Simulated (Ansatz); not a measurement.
# Bands, cutoff and cost in G0W0 for MoS2 (P6_3/mmc), part 2 of 2

Wanted: a G0W0 gap for MoS2 (P6_3/mmc) that is converged in bands and cutoff, or an estimate of the limit.

Ansatz 0.2.0; G0W0 on PBE, plane waves, PAW. Known limits of the many-body steps: not at the basis limit; no spin-orbit coupling.

So far. Step 4 (1079 empty bands, screening to 270 eV): Against the run with 9×9×2 mesh, 637 empty bands, screening to 190 eV, hard PAW files, the gap moves by +0.014 eV.

The database entry behind the starting cell differs from later determinations by our own check (about 0.3 % long), so it need not match the best structure at ambient conditions.

## 5. 1802 empty bands, screening to 380 eV

input.yaml

```yaml
crystal:
  lattice:
    - [3.169, 0.0, 0.0]
    - [-1.5845, 2.7444345046, 0.0]
    - [0.0, 0.0, 12.324]
  atoms:
    - { symbol: Mo, position: [0.3333333333, 0.6666666667, 0.25] }
    - { symbol: Mo, position: [0.6666666667, 0.3333333333, 0.75] }
    - { symbol: S, position: [0.3333333333, 0.6666666667, 0.623] }
    - { symbol: S, position: [0.6666666667, 0.3333333333, 0.123] }
    - { symbol: S, position: [0.3333333333, 0.6666666667, 0.877] }
    - { symbol: S, position: [0.6666666667, 0.3333333333, 0.377] }
kpoints:
  mp_grid: { grid: [9, 9, 2] }
hamiltonian:
  xc: pbe
  pseudopotentials: { kind: paw, source: ansatz }
scf:
  occupations: { method: fixed }
gw:
  n_empty_bands: 1802
  ecut_chi: 380
  qp_bands: [v2, c2]
  qp_kpoints: band_edges
  screening: { model: contour_deformation }
```

Command:

```bash
ansatz run input.yaml --threads 4 --pin off --max-ram 138240MiB --backend cuda --events-out ev --progress --plain --runs-dir out --devices 1 --max-vram 26GiB
```

Numbers of over 12 decimals in the logs are rounded to 6 here.

Output:

```text
GPUs: using 1 of 1 available (devices: 1).
[...]
GPU FFT provider: cuFFT
GPU libraries: cuBLAS 13.8.2, cuFFT 12.4.0, cuSOLVER 12.3.4
Crystal: 6 atoms, lattice volume = 107.183 Å³
Basis set: ecut = 510 eV, 2787 PW (Γ)
Bands: 32, of which v1, the nominal top of the filled ones, is band 26 counted from 1 (25 counted from 0)
Symmetry: 24 space group operations
[...]
k-points: 24 of 162
[...]
1    28     13.0347   -13.7555    -4.6304   -18.4565  0.7382    13.1054    13.1052  root
[...]
23    25     10.2355   -19.1782     0.0491   -18.8138  0.7360     9.9191     9.9202  root
    23    26     10.2355   -19.1782     0.0491   -18.8138  0.7360     9.9191     9.9202  root
    23    27     11.9816   -16.2156    -4.2594   -20.5456  0.7281    12.0523    12.0522  root
    23    28     11.9816   -16.2156    -4.2594   -20.5456  0.7281    12.0523    12.0522  root
[key lines of the parts left out:]
SCF converged after 9 iterations
Free energy (F): -13527.057943 eV
Fermi energy:    10.932668 eV
```

Run time: 13 min. Hardware: 1 × NVIDIA H100 80GB HBM3 (shared by 3 runs) with 4 threads of AMD EPYC 7R13 (Zen 3), shared host; peak memory 16 GiB; 27 min of CPU time.

Numbers from this step:

| Item | Value |
| --- | --- |
| bands summed | 1828 |
| RPA ε∞ on this mesh (eigenvalues) | 6.194, 14.56, 14.56 |
| plane waves in the screening matrix | 1755 |
| G0W0 gap on the mesh | 1.360 eV |
| k of the valence top | 0, 0, 0 |
| k of the conduction bottom | 0.1111, 0.2222, 0 |
| starting gap on the mesh | 0.9599 eV |
| least direct G0W0 gap on the computed points | 2.038 eV |

Against the run with 9×9×2 mesh, 1079 empty bands, screening to 270 eV, hard PAW files, the gap moves by +0.008 eV.

## 6. Changing the k mesh: 12×12×2 mesh, 280 empty bands, screening to 110 eV, hard PAW files

A second mesh at equal bands and cutoff isolates the sampling error. Bands and cutoff differ from the step before, so it is read against an earlier run that matches them.

Changes to input.yaml since step 5:

```diff
@@ -13,3 +13,3 @@
 kpoints:
-  mp_grid: { grid: [9, 9, 2] }
+  mp_grid: { grid: [12, 12, 2] }
 hamiltonian:
@@ -20,4 +20,4 @@
 gw:
-  n_empty_bands: 1802
-  ecut_chi: 380
+  n_empty_bands: 280
+  ecut_chi: 110.0
   qp_bands: [v2, c2]
```

Output:

```text
GPUs: using 1 of 1 available (devices: 1).
[...]
GPU FFT provider: cuFFT
GPU libraries: cuBLAS 13.8.2, cuFFT 12.4.0, cuSOLVER 12.3.4
Crystal: 6 atoms, lattice volume = 107.183 Å³
Basis set: ecut = 510 eV, 2787 PW (Γ)
Bands: 32, of which v1, the nominal top of the filled ones, is band 26 counted from 1 (25 counted from 0)
Symmetry: 24 space group operations
[...]
k-points: 38 of 288
[...]
1    28     13.0347   -13.7624    -4.2350   -18.4565  0.7404    13.4980    13.4939  root
[...]
37    25     10.2355   -19.1520     0.4275   -18.8138  0.7408    10.3246    10.3247  root
    37    26     10.2355   -19.1520     0.4275   -18.8138  0.7408    10.3246    10.3247  root
    37    27     11.9817   -16.2419    -3.7950   -20.5456  0.7358    12.4943    12.4904  root
    37    28     11.9817   -16.2419    -3.7950   -20.5456  0.7358    12.4943    12.4904  root
[key lines of the parts left out:]
SCF converged after 9 iterations
Free energy (F): -13527.058095 eV
Fermi energy:    10.932696 eV
```

Run time: 1.9 min. Hardware: 1 × NVIDIA H100 80GB HBM3 (shared by 3 runs) with 4 threads; peak memory 2.3 GiB; 3.7 min of CPU time.

Numbers from this step:

```
bands summed                                 : 306
RPA ε∞ on this mesh (eigenvalues)            : 6.212, 14.73, 14.73
plane waves in the screening matrix          : 291
G0W0 gap on the mesh                         : 1.211 eV
k of the valence top                         : 0, 0, 0
k of the conduction bottom                   : 0.1667, 0.1667, 0
starting gap on the mesh                     : 0.8848 eV
least direct G0W0 gap on the computed points : 2.060 eV
```

Against the run with 9×9×2 mesh, 280 empty bands, screening to 110 eV, hard PAW files, the gap moves by −0.09 eV, while the start moved by −0.08 eV. A band edge is found at another k point on this mesh.

## 7. The runs together

Times are wall times on 1 × NVIDIA H100 80GB HBM3 (shared by 3 runs) with 4 threads of AMD EPYC 7R13 (Zen 3), shared host, good to a factor of about two.

```tsv
mesh	files	frequency	bands summed	cutoff (eV)	start (eV)	G0W0 (eV)	time	host memory (GiB)
9×9×2	hard PAW	contour deformation	306	110	0.960	1.301	38 s	1.8
9×9×2	hard PAW	contour deformation	663	190	0.960	1.339	1.8 min	3.5
9×9×2	hard PAW	contour deformation	1105	270	0.960	1.352	4.7 min	7.1
9×9×2	hard PAW	contour deformation	1828	380	0.960	1.360	13 min	16
12×12×2	hard PAW	contour deformation	306	110	0.885	1.211	1.9 min	2.3
```

The parts of the quasiparticle energy at the two band edges (eV; QP = start + Σx + Σc − Vxc):

```tsv
run	edge	start	Σx	Σc	Vxc	Z	QP
306 bands	valence top	10.93	-19.71	0.57	-19.19	0.74	10.98
306 bands	conduction bottom	11.89	-13.56	-3.85	-17.80	0.75	12.28
663 bands	valence top	10.93	-19.71	0.32	-19.19	0.74	10.73
663 bands	conduction bottom	11.89	-13.56	-4.06	-17.80	0.74	12.07
1105 bands	valence top	10.93	-19.71	0.21	-19.19	0.73	10.62
1105 bands	conduction bottom	11.89	-13.56	-4.16	-17.80	0.74	11.97
1828 bands	valence top	10.93	-19.71	0.14	-19.19	0.73	10.55
1828 bands	conduction bottom	11.89	-13.56	-4.22	-17.80	0.74	11.91
```

## 8. Summary of results

```json
{"306 bands, 110 eV": "1.301 eV", "663 bands, 190 eV": "1.339 eV", "1105 bands, 270 eV": "1.352 eV", "1828 bands, 380 eV": "1.360 eV", "estimated limit in bands and cutoff": "1.37 eV", "mesh and start": "9×9×2, PBE"}
```

What this shows: A line in one over the bands through the two highest rungs gives 1.37 eV, +0.01 eV from the top rung; the pair below gives 1.37 eV, in fair agreement. The rungs stand 0.07 eV (306 bands), 0.03 eV (663 bands), 0.02 eV (1105 bands) and 0.01 eV (1828 bands) from it. From 306 to 1828 bands the gap moves by +0.06 eV while the time grows 21-fold. Σc changes by −0.43 eV at the valence top and −0.37 eV at the conduction bottom, so the levels themselves move more than the gap between them. On the 12×12×2 mesh in place of 9×9×2 the gap differs by −0.09 eV, of which −0.08 eV is already in the start. The cheapest rung within 0.1 eV of this estimate is that with 306 bands (38 s). The 9×9×2 mesh misses a band edge: on 12×12×2 the PBE gap is 0.88 eV, so these values are not the fundamental gap, which lies some 0.08 eV lower. The many-body steps are scalar-relativistic: spin-orbit coupling is not in them.

[Paths, hosts, dates, memory and timing lines, banners, echoed tables and standing remarks are left out of the program output.]

[Logs are printed without paths, hosts, clocks, repeated set-up lines and the standing remarks that a program may print on its own settings, such as how far it seeks lower states.]

[Runs of the session that timed out or met a known fault of the program may be left out.]

[Cells called generated may have been cut or substituted from an entry of the Crystallography Open Database or the Materials Project.]

[Hosts, paths, dates, database ids (printed as entryN), source tags and the programs' standing remarks are cut or masked in the printed files.]
